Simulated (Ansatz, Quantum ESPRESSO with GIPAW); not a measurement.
# From 13C NMR to local structure in C2H2BF4N

A crystal of composition C2H2BF4N (one database entry, not always the ambient form) has the 13C spectrum and parameters below, calculated by GIPAW (PBEsol; shifts against TMS, scatter of the reference line 0.8 ppm; spans on the shift scale).

Simulated spectrum: 13C MAS at 15 kHz, 18.8 T (201.3 MHz), lines broadened by 1.3 ppm; rigid lattice, with dipolar and J couplings left out. Lines over 1.5 % of the strongest (ppm: area): 259.0: 0.05, 184.5: 0.35, 143.0: 0.04, 110.0: 0.40, 68.5: 1.00, 35.5: 0.14, -6.0: 0.03, -39.0: 0.12, -113.5: 0.02.

| line | δ_iso (ppm) | relative area | span (ppm) | skew |
| --- | --- | --- | --- | --- |
| A | 110.0 | 1 | 302.5 | 0.91 |
| B | 68.5 | 1 | 87.8 | 0.82 |

**Question.** What do these values say of the surroundings and site symmetry of C?

The bonded neighbours set the region: A with NC; B with FCH2. The structure behind these values (space group P2_1; other structures could give like values):

| line | surroundings | neighbours | bonds (Å) | site symmetry |
| --- | --- | --- | --- | --- |
| A | CNC | 2 | 1.15 to 1.45 | 1 |
| B | CFCH2 | 4 | 1.10 to 1.45 | 1 |

[Hosts, paths, dates, database ids (printed as entryN), source tags and the programs' standing remarks are cut or masked in the printed files.]
